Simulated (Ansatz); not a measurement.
## Ba on W(110): change of the work function

How does Ba on the longbridge site change the work function of W(110) as the layer fills?

Method: plane-wave DFT, PBE, Ansatz PAW, in the first sound run; inputs show where later runs differ, in Ansatz 0.2.0.

**1. The starting structure**

The cell holds 4 atoms: 4 W. Cell: a = 2.737 Å, b = 2.737 Å, c = 24.703 Å, α = 90.0°, β = 90.0°, γ = 70.5°. Vacuum lies along c.

**2. The clean slab**

The bare slab comes first, as the zero from which every change is counted. The two lowest layers are held at bulk places and the upper ones relax. The dipole correction removes the false field that a one-sided slab makes across the periodic vacuum, so each face gets a flat vacuum level of its own.

Input file input.yaml:

```yaml
crystal:
  lattice:
    - [2.2344574285, -1.58, 0.0]
    - [2.2344574285, 1.58, 0.0]
    - [0.0, 0.0, 24.7033722856]
  atoms:
    - { symbol: W, position: [0.0, 0.0, 0.3643227287] }
    - { symbol: W, position: [0.5, 0.5, 0.4547742429] }
    - { symbol: W, position: [0.0, 0.0, 0.5452257571] }
    - { symbol: W, position: [0.5, 0.5, 0.6356772713] }
kpoints:
  mp_grid: { grid: [12, 12, 1] }
hamiltonian:
  xc: pbe
scf:
  occupations: { method: fermi_dirac, width: 0.1 }
  convergence: { dr2_threshold: 1.0e-08 }
efield:
  axis: 3
  dipole_correction: true
  ramp_position: 0.97
  ramp_width: 0.06
relax:
  f_tol: 0.02
  max_steps: 60
  constraints: [{ sites: [0, 1] }]
output:
  write_potential: true
  write_density: true
  volumetric_format: npy
```

Run with:

```console
ansatz run input.yaml --threads 4 --pin off --max-ram 12288MiB --backend cpu --events-out ev --progress --plain --runs-dir out
```

Numbers of over 12 decimals in the logs are rounded to 6 here.

What it wrote:

```text
Engine: ansatz 0.2.0, aarch64-unknown-linux-gnu
Pseudopotentials: kind: paw
Pseudopotential: W, paw, valence charge 14, recommended cutoff 420 eV (normal), W.paw.azcp
Functional definition: PBE
  parameter kappa = 0.804
  parameter beta = 0.066725
  exchange = pbe_x(kappa = kappa, mu = beta*pi^2/3)
  correlation = pbe_c(beta = beta)
Crystal: 4 atoms, lattice volume = 174.428 Å³
Basis set: ecut = 420 eV, 3461 PW (Γ), exchange–correlation on 40×40×360 points (8 copies of the dense FFT grid, shifted against one another)
Bands: 34, of which v1, the nominal top of the filled ones, is band 28 counted from 1 (27 counted from 0)
Symmetry: 4 space group operations
k-points: 43 of 144
Non-local potential: W, projectors of the file, l = 0: 3, l = 1: 2, l = 2: 2, l = 3: 1
PAW form: soft (Blöchl's): semilocal exchange-correlation on the pseudo side does not see the compensation charge
PAW one-centre angular grid: W, 590 points (default); XC on 64 Gauss nodes
Initial density: superposition of atomic densities (neutral atoms: chi_scale 0, normalization atom), corrected by the library's trained network
Initial wavefunctions: pseudopotential atomic-orbital guess
Functional: x = pbe(κ = 0.804, μ = 0.219515), c = pbe(β = 0.066725)
SCF iter   1: F=—  HF=-41536.547941 eV  |F-HF|=—  |Δ(HF+E_count)|=         —  Δρ=9.69e-3  dr2=1.99e0  ethr=1.77e-3  p=0.000 e·Å  D=4.83e-14 V/Å  ΔV_dip=-0.00 eV  dr2_dipole=2.75e-7  V_vac-E_F(+/−)=5.06/5.06 eV  ⟨swp⟩=7.9  Hψ=15776  notcnv=0  defer=16
efield: sawtooth ramp at fractional position 0.9700 (set: `efield.ramp_position`, or a place that a band, a saddle search or an elastic batch's reference lends), width 0.0600; the density the first Hamiltonian is built on has a dipole p = 0.000 e·Å; the dipole correction subtracts the counter field D = 4.83e-14 V/Å, which shifts the + side's vacuum level by -0.00 eV against the − side's; the planar-averaged density in the ramp window peaks in size at 1.1e-5 e/Å³
automatic band count: the SCF goes on with 40 bands, as 34 were too few: the levels above may hold too much charge
preconditioner: auto → LDOS  [metal: Δε(μ)=0.044 eV  Ē_g=6.098 eV  σ=0.100 eV  W_gap=0.11  n_scr=16 (ndim 8)  ℏωp=13.8 eV  f_vac=0.562  D(μ)=3.18/eV (n_scr^D=14)  β→1.0]
SCF iter   2: F=—  HF=-41536.463453 eV  |F-HF|=—  |Δ(HF+E_count)|=   8.45e-2  Δρ=3.80e-3  dr2=1.53e-1  ethr=1.77e-3  p=-0.000 e·Å  D=-1.41e-5 V/Å  ΔV_dip=0.00 eV  dr2_dipole=9.41e-8  V_vac-E_F(+/−)=4.91/4.91 eV  ⟨swp⟩=2.0  Hψ=2409  notcnv=0  defer=46
SCF iter   3: F=—  HF=-41536.454051 eV  |F-HF|=—  |Δ(HF+E_count)|=   9.40e-3  Δρ=7.33e-4  dr2=4.77e-3  ethr=2.73e-4  p=-0.000 e·Å  D=-5.84e-6 V/Å  ΔV_dip=0.00 eV  dr2_dipole=2.39e-8  V_vac-E_F(+/−)=4.90/4.90 eV  ⟨swp⟩=1.9  Hψ=2195  notcnv=0  defer=48
SCF iter   4: F=—  HF=-41536.453642 eV  |F-HF|=—  |Δ(HF+E_count)|=   4.09e-4  Δρ=2.26e-4  dr2=2.83e-4  ethr=8.51e-6  p=-0.000 e·Å  D=-2.80e-6 V/Å  ΔV_dip=0.00 eV  dr2_dipole=3.72e-9  V_vac-E_F(+/−)=4.90/4.90 eV  ⟨swp⟩=2.2  Hψ=2210  notcnv=0  defer=48
SCF iter   5: F=—  HF=-41536.453616 eV  |F-HF|=—  |Δ(HF+E_count)|=   2.57e-5  Δρ=8.21e-5  dr2=9.88e-6  ethr=5.05e-7  p=-0.000 e·Å  D=-1.58e-6 V/Å  ΔV_dip=0.00 eV  dr2_dipole=4.44e-10  V_vac-E_F(+/−)=4.90/4.90 eV  ⟨swp⟩=2.8  Hψ=2489  notcnv=0  defer=48
SCF iter   6: F=—  HF=-41536.453677 eV  |F-HF|=—  |Δ(HF+E_count)|=   6.09e-5  Δρ=1.85e-5  dr2=1.78e-6  ethr=1.76e-8  p=-0.000 e·Å  D=-3.96e-7 V/Å  ΔV_dip=0.00 eV  dr2_dipole=1.10e-14  V_vac-E_F(+/−)=4.90/4.90 eV  ⟨swp⟩=3.0  Hψ=2816  notcnv=0  defer=46
SCF iter   7: F=—  HF=-41536.453677 eV  |F-HF|=—  |Δ(HF+E_count)|=   1.78e-7  Δρ=5.89e-6  dr2=9.96e-8  ethr=3.18e-9  p=-0.000 e·Å  D=-1.01e-7 V/Å  ΔV_dip=0.00 eV  dr2_dipole=1.15e-12  V_vac-E_F(+/−)=4.90/4.90 eV  ⟨swp⟩=2.1  Hψ=2209  notcnv=0  defer=46
SCF iter   8: F=—  HF=-41536.453677 eV  |F-HF|=—  |Δ(HF+E_count)|=   1.72e-7  Δρ=2.09e-6  dr2=1.13e-8  ethr=1.79e-11  p=-0.000 e·Å  D=-5.65e-8 V/Å  ΔV_dip=0.00 eV  dr2_dipole=6.97e-14  V_vac-E_F(+/−)=4.90/4.90 eV  ⟨swp⟩=12.3  Hψ=12536  notcnv=0
SCF iter   9: F=-41536.453677 eV  HF=-41536.453677 eV  |F-HF|=2.90e-9  |Δ(HF+E_count)|=   2.45e-9  Δρ=6.34e-7  dr2=1.02e-9  ethr=1.79e-11  p=-0.000 e·Å  D=-1.55e-8 V/Å  ΔV_dip=0.00 eV  dr2_dipole=4.30e-15  V_vac-E_F(+/−)=4.90/4.90 eV  ⟨swp⟩=10.8  Hψ=10717  notcnv=0
SCF 1 converged in 9 iterations: F = -41536.453677 eV  dr2 = 1.02e-9
  greatest PAW one-centre occupation: 1.000 electrons in one spin orbital (limit 2), on the W atom at site 0 (counted from 0), in its partial waves of l = 0
relax step   1: F+E_penalty+E_count = -41536.45367728 eV  Δ(F+E_penalty+E_count) = +0.000e0 eV  max|allowed force component| = 6.535e-1 eV/Å  Δτ_max = 0.0000 Å  (9 SCF iters, accepted)
Bands: 40, of which v1, the nominal top of the filled ones, is band 28 counted from 1 (27 counted from 0)
Initial density: handed on by an earlier stage of this run
Initial wavefunctions: those handed on with the density
iter 1 solved again at ethr=9.58e-4 eV; its pass at ethr=3.10e-3 eV (dr2=5.36e-1 eV) is discarded
SCF iter   1: F=—  HF=-41536.451060 eV  |F-HF|=—  |Δ(HF+E_count)|=         —  Δρ=7.55e-3  dr2=5.51e-1  ethr=9.58e-4  p=-0.000 e·Å  D=-4.98e-7 V/Å  ΔV_dip=0.00 eV  dr2_dipole=8.25e-2  V_vac-E_F(+/−)=4.92/4.92 eV  ⟨swp⟩=1.6  Hψ=6453  notcnv=0  defer=49
efield: sawtooth ramp at fractional position 0.9700 (set: `efield.ramp_position`, or a place that a band, a saddle search or an elastic batch's reference lends), width 0.0600; the density the first Hamiltonian is built on has a dipole p = -0.000 e·Å; the dipole correction subtracts the counter field D = -4.98e-7 V/Å, which shifts the + side's vacuum level by +0.00 eV against the − side's; the planar-averaged density in the ramp window peaks in size at 4.2e-6 e/Å³
preconditioner: auto → LDOS  [metal: Δε(μ)=0.008 eV  Ē_g=6.108 eV  σ=0.100 eV  W_gap=0.02  n_scr=16 (ndim 8)  ℏωp=13.8 eV  f_vac=0.561  D(μ)=3.03/eV (n_scr^D=12)  β→1.0]
SCF iter   2: F=—  HF=-41536.439067 eV  |F-HF|=—  |Δ(HF+E_count)|=   1.20e-2  Δρ=5.12e-3  dr2=1.98e-1  ethr=9.58e-4  p=0.007 e·Å  D=7.37e-3 V/Å  ΔV_dip=-0.18 eV  dr2_dipole=2.51e-3  V_vac-E_F(+/−)=4.72/4.90 eV  ⟨swp⟩=2.7  Hψ=2768  notcnv=0  defer=49
SCF iter   3: F=—  HF=-41536.411540 eV  |F-HF|=—  |Δ(HF+E_count)|=   2.75e-2  Δρ=1.14e-3  dr2=8.39e-3  ethr=3.53e-4  p=0.005 e·Å  D=5.11e-3 V/Å  ΔV_dip=-0.13 eV  dr2_dipole=6.86e-5  V_vac-E_F(+/−)=4.79/4.91 eV  ⟨swp⟩=2.4  Hψ=2949  notcnv=0  defer=49
[...]
SCF iter   4: F=—  HF=-41536.466247 eV  |F-HF|=—  |Δ(HF+E_count)|=   1.02e-3  Δρ=1.79e-4  dr2=1.18e-4  ethr=9.14e-6  p=0.004 e·Å  D=3.68e-3 V/Å  ΔV_dip=-0.09 eV  dr2_dipole=5.74e-7  V_vac-E_F(+/−)=4.81/4.90 eV  ⟨swp⟩=2.5  Hψ=2483  notcnv=0  defer=49
SCF iter   5: F=—  HF=-41536.466260 eV  |F-HF|=—  |Δ(HF+E_count)|=   1.35e-5  Δρ=5.43e-5  dr2=8.97e-6  ethr=2.11e-7  p=0.003 e·Å  D=3.19e-3 V/Å  ΔV_dip=-0.08 eV  dr2_dipole=8.65e-7  V_vac-E_F(+/−)=4.82/4.90 eV  ⟨swp⟩=2.2  Hψ=2723  notcnv=0  defer=49
SCF iter   6: F=—  HF=-41536.466316 eV  |F-HF|=—  |Δ(HF+E_count)|=   5.58e-5  Δρ=1.68e-5  dr2=2.41e-6  ethr=1.60e-8  p=0.003 e·Å  D=2.93e-3 V/Å  ΔV_dip=-0.07 eV  dr2_dipole=2.53e-8  V_vac-E_F(+/−)=4.83/4.90 eV  ⟨swp⟩=2.8  Hψ=3011  notcnv=0  defer=49
SCF iter   7: F=—  HF=-41536.466316 eV  |F-HF|=—  |Δ(HF+E_count)|=   9.87e-8  Δρ=6.68e-6  dr2=1.22e-7  ethr=4.30e-9  p=0.003 e·Å  D=2.81e-3 V/Å  ΔV_dip=-0.07 eV  dr2_dipole=1.60e-9  V_vac-E_F(+/−)=4.83/4.90 eV  ⟨swp⟩=2.0  Hψ=2145  notcnv=0  defer=49
SCF iter   8: F=—  HF=-41536.466316 eV  |F-HF|=—  |Δ(HF+E_count)|=   1.35e-7  Δρ=2.67e-6  dr2=2.96e-8  ethr=2.18e-10  p=0.003 e·Å  D=2.77e-3 V/Å  ΔV_dip=-0.07 eV  dr2_dipole=8.00e-10  V_vac-E_F(+/−)=4.83/4.90 eV  ⟨swp⟩=3.0  Hψ=3071  notcnv=0  defer=49
SCF iter   9: F=-41536.466316 eV  HF=-41536.466316 eV  |F-HF|=3.74e-9  |Δ(HF+E_count)|=   1.98e-8  Δρ=7.34e-7  dr2=1.32e-9  ethr=1.79e-11  p=0.003 e·Å  D=2.76e-3 V/Å  ΔV_dip=-0.07 eV  dr2_dipole=5.96e-13  V_vac-E_F(+/−)=4.83/4.90 eV  ⟨swp⟩=11.1  Hψ=11214  notcnv=0
SCF 3 converged in 9 iterations: F = -41536.466316 eV  dr2 = 1.32e-9
relax step   3: F+E_penalty+E_count = -41536.46631625 eV  Δ(F+E_penalty+E_count) = -1.264e-2 eV  max|allowed force component| = 9.000e-2 eV/Å  Δτ_max = 0.0345 Å  (9 SCF iters, accepted)
SCF iter   1: F=—  HF=-41536.467006 eV  |F-HF|=—  |Δ(HF+E_count)|=         —  Δρ=7.95e-4  dr2=4.51e-3  ethr=1.73e-4  p=0.003 e·Å  D=2.76e-3 V/Å  ΔV_dip=-0.07 eV  dr2_dipole=5.29e-4  V_vac-E_F(+/−)=4.83/4.90 eV  ⟨swp⟩=2.1  Hψ=2956  notcnv=0  defer=49
efield: sawtooth ramp at fractional position 0.9700 (set: `efield.ramp_position`, or a place that a band, a saddle search or an elastic batch's reference lends), width 0.0600; the density the first Hamiltonian is built on has a dipole p = 0.003 e·Å; the dipole correction subtracts the counter field D = 2.76e-3 V/Å, which shifts the + side's vacuum level by -0.07 eV against the − side's; the planar-averaged density in the ramp window peaks in size at 2.5e-6 e/Å³
preconditioner: auto → LDOS  [metal: Δε(μ)=0.042 eV  Ē_g=6.069 eV  σ=0.100 eV  W_gap=0.10  n_scr=16 (ndim 8)  ℏωp=13.8 eV  f_vac=0.561  D(μ)=3.08/eV (n_scr^D=14)  β→1.0]
SCF iter   2: F=—  HF=-41536.466782 eV  |F-HF|=—  |Δ(HF+E_count)|=   2.25e-4  Δρ=3.58e-4  dr2=1.22e-3  ethr=8.05e-6  p=0.002 e·Å  D=2.05e-3 V/Å  ΔV_dip=-0.05 eV  dr2_dipole=4.65e-5  V_vac-E_F(+/−)=4.85/4.90 eV  ⟨swp⟩=2.0  Hψ=2582  notcnv=0  defer=49
SCF iter   3: F=—  HF=-41536.466693 eV  |F-HF|=—  |Δ(HF+E_count)|=   8.84e-5  Δρ=1.37e-4  dr2=1.44e-4  ethr=2.17e-6  p=0.002 e·Å  D=2.31e-3 V/Å  ΔV_dip=-0.06 eV  dr2_dipole=1.26e-5  V_vac-E_F(+/−)=4.84/4.90 eV  ⟨swp⟩=2.0  Hψ=2277  notcnv=0  defer=49
SCF iter   4: F=—  HF=-41536.466668 eV  |F-HF|=—  |Δ(HF+E_count)|=   2.55e-5  Δρ=3.26e-5  dr2=6.82e-6  ethr=2.57e-7  p=0.002 e·Å  D=2.20e-3 V/Å  ΔV_dip=-0.05 eV  dr2_dipole=8.20e-7  V_vac-E_F(+/−)=4.84/4.90 eV  ⟨swp⟩=3.4  Hψ=3097  notcnv=0  defer=49
SCF iter   5: F=—  HF=-41536.466723 eV  |F-HF|=—  |Δ(HF+E_count)|=   5.51e-5  Δρ=1.10e-5  dr2=2.53e-7  ethr=1.22e-8  p=0.002 e·Å  D=2.19e-3 V/Å  ΔV_dip=-0.05 eV  dr2_dipole=5.43e-9  V_vac-E_F(+/−)=4.84/4.90 eV  ⟨swp⟩=2.5  Hψ=2375  notcnv=0  defer=49
SCF iter   6: F=—  HF=-41536.466723 eV  |F-HF|=—  |Δ(HF+E_count)|=   2.64e-7  Δρ=4.53e-6  dr2=3.51e-8  ethr=4.52e-10  p=0.002 e·Å  D=2.20e-3 V/Å  ΔV_dip=-0.05 eV  dr2_dipole=1.68e-10  V_vac-E_F(+/−)=4.84/4.90 eV  ⟨swp⟩=2.8  Hψ=3016  notcnv=0  defer=49
SCF iter   7: F=-41536.466723 eV  HF=-41536.466723 eV  |F-HF|=5.69e-9  |Δ(HF+E_count)|=   7.88e-8  Δρ=1.73e-6  dr2=9.35e-9  ethr=1.79e-11  p=0.002 e·Å  D=2.20e-3 V/Å  ΔV_dip=-0.05 eV  dr2_dipole=1.03e-12  V_vac-E_F(+/−)=4.84/4.90 eV  ⟨swp⟩=11.5  Hψ=11409  notcnv=0
SCF 4 converged in 7 iterations: F = -41536.466723 eV  dr2 = 9.35e-9
relax step   4: F+E_penalty+E_count = -41536.46672319 eV  Δ(F+E_penalty+E_count) = -4.069e-4 eV  max|allowed force component| = 1.129e-2 eV/Å  Δτ_max = 0.0139 Å  (7 SCF iters, accepted)
NSCF: frozen V_eff on 43 k-points
the band table was solved once a step of the walk had ended and its energy, with any forces and stress, was formed, with the checks that follow a solve (9071 applications of the Hamiltonian). They found nothing against the state; the energy, forces and stress were not computed again (output.eigenvalues in the input reference)
WARN: The output density's exchange-correlation potential varies sharply where the density is thin. Do not read a vacuum level from v_tot or v_xc, or from such a field of the output density. On a cell that repeats whose density bears no net charge and no dipole along the vacuum's axis use v_es (v_loc + v_h of the components); under efield.dipole_correction with no amplitude use v_es + v_field, which holds any externa [...]
SCF converged after 7 iterations
Free energy (F): -41536.466723 eV
Harris-Foulkes:  -41536.466723 eV  (|F-HF|=5.69e-9)
Internal energy: -41536.366955 eV  (E = F + TS)
E sigma→0 (E₀):  -41536.416839 eV
Entropy (-TS):   -0.099768 eV (-24.942 meV/atom)
Fermi energy:    5.203880 eV
Dipole field:    D = 0.002197 V/Å  (p = 0.002118 e·Å, saw-weighted, corrected)
Work function:   Φ+ = 4.8447 eV   Φ− = 4.8989 eV
Levels:          The Fermi level and band energies are counted from a zero that moves with the ramp; work functions are not
--- Per-component energies (eV) ---
  E_band       = -1291.057248
  E_kinetic    = 1792.505388
  E_local      = -71121.558076  (includes V_loc(G=0)·N_el)
  E_nonlocal   = 4.576205
  E_hartree    = 34741.224890
  E_xc         = -1063.352008
  E_vxc        = -949.335306  (∫ρ·V_xc dr)
  E_paw        = -34249.938995  (= ΣΔE_a)
  E_vpaw       = -499.704010  (= ΣTr[D̂ρ^β])
  E_aug_tail   = -0.000235  (compensation charges beyond the density's cutoff)
  E_efield     = 0.000002  (sawtooth field / dipole correction)
  E_vefield    = -0.001025  (∫n·V_field dr)
  E_ewald      = 28360.175874
  E_smearing   = -0.099768  (= −TS)
  E_closure    = -0.000000  (closes the sum)
  Σ components = -41536.466723   (vs F -41536.466723, Δ=0.00e0)
--- Forces (eV/Å), atoms counted from 1 ---
  atom   1  W      0.00000000     0.00000000     0.36117714
  atom   2  W      0.00000000    -0.00000000    -0.34159757
  atom   3  W      0.00000000    -0.00000000    -0.00830034
  atom   4  W      0.00000000    -0.00000000    -0.01129449
  max |Σ_I F_I| component: 1.53e-5 eV/Å
--- Band table (eV; the first three rows and the last of 43) ---
  k-point 0: bands = [... 24 lower, 3.7540, 3.7892, 3.9762, 4.5401, 4.8127, 5.7605, 6.0199, 6.9297, ... 8 higher]
  k-point 1: bands = [... 24 lower, 3.5720, 3.7614, 4.1231, 4.4811, 4.8136, 5.3411, 6.2452, 6.7515, ... 8 higher]
  k-point 2: bands = [... 24 lower, 3.3977, 3.5331, 3.9616, 4.3822, 4.9156, 5.2947, 6.6226, 6.6532, ... 8 higher]
  k-point 42: bands = [... 24 lower, 3.7933, 5.7375, 5.8442, 6.2645, 6.3571, 6.8712, 7.2505, 8.8378, ... 8 higher]
--- Relaxed structure (4 steps of the walk, 3 accepted, 0 SCFs on fresh bases) ---
  F+E_penalty+E_count = -41536.46672319 eV   max|allowed force component| = 1.129e-2 eV/Å
  atoms:
    - { symbol: W, position: [0.0, 0.0, 0.3643227287] }
    - { symbol: W, position: [0.5, 0.5, 0.4547742429] }
    - { symbol: W, position: [-6.653931166577865e-19, 6.653931166577865e-19, 0.546759] }
    - { symbol: W, position: [0.5, 0.5, 0.635499] }
```

Wall time 28 s (4 threads of Arm Neoverse V1, shared host); peak memory 0.59 GiB; 1.8 min of CPU time.

Relaxation path:

```csv
step,energy less that of the first step (eV),largest force component (eV/Å)
1,0.0000,0.6535
2,0.0440,1.3654
3,-0.0126,0.0900
4,-0.0130,0.0113
```

Relaxation step 2 was tried and not accepted.

Forces are held to the 4 operations that the run works with; a distortion that breaks them can't arise in this run.

The atoms that moved most (Å):

```csv
atom,dx,dy,dz,length
W3,0.000,0.000,0.038,0.038
```

The relaxed structure:

```xyz
4
Lattice="2.2345 -1.5800 0.0000 2.2345 1.5800 0.0000 0.0000 0.0000 24.7034" Properties=species:S:1:pos:R:3
W     0.0000    0.0000    9.0000
W     2.2345    0.0000   11.2345
W     0.0000    0.0000   13.5068
W     2.2345    0.0000   15.6990
```

Numbers from this step:

```yaml
energy_at_zero_smearing: -41536.4168 eV
work_function_upper_face: 4.845 eV
work_function_lower_face: 4.899 eV
dipole_along_the_normal: 0.002118 e·Å
step_between_the_vacuum_levels: -0.05428 eV
```

Running mean over 2.234 Å of the planar mean; the ramp of the sawtooth is left out. Table of electron's electrostatic potential energy less the Fermi level by z:

```csv
z (Å),electron's electrostatic potential energy less the Fermi level (eV)
3.5,4.90
4.0,4.90
4.5,4.90
5.0,4.89
5.5,4.86
6.0,4.75
6.5,4.41
7.0,3.30
7.5,-0.135
8.0,-5.75
8.5,-10.5
9.0,-12.2
9.5,-12.5
10.0,-12.6
10.5,-12.7
11.0,-12.7
11.5,-12.7
12.0,-12.5
12.5,-12.4
13.0,-12.6
13.5,-12.8
14.0,-13.0
14.5,-13.1
15.0,-12.9
15.5,-12.5
16.0,-11.5
16.5,-7.95
17.0,-2.27
17.5,2.24
18.0,4.06
18.5,4.61
19.0,4.78
19.5,4.82
20.0,4.84
20.5,4.84
21.0,4.84
21.5,4.84
```

The relaxation took 4 steps and lowered the energy by 0.013 eV; the largest force on the free atoms ends at 0.011 eV/Å.

The work function of the upper face is 4.84 eV.

[end of part 1 of 5]

[Logs are printed without paths, hosts, clocks, repeated set-up lines and the standing remarks that a program may print on its own settings, such as how far it seeks lower states.]

[Hosts, paths, dates, database ids (printed as entryN), source tags and the programs' standing remarks are cut or masked in the printed files.]

[Maps of the electrostatic potential energy from Ansatz leave out the sawtooth potential of an applied field or a dipole correction, so their vacuum need not be flat; planar profiles and work functions include it.]
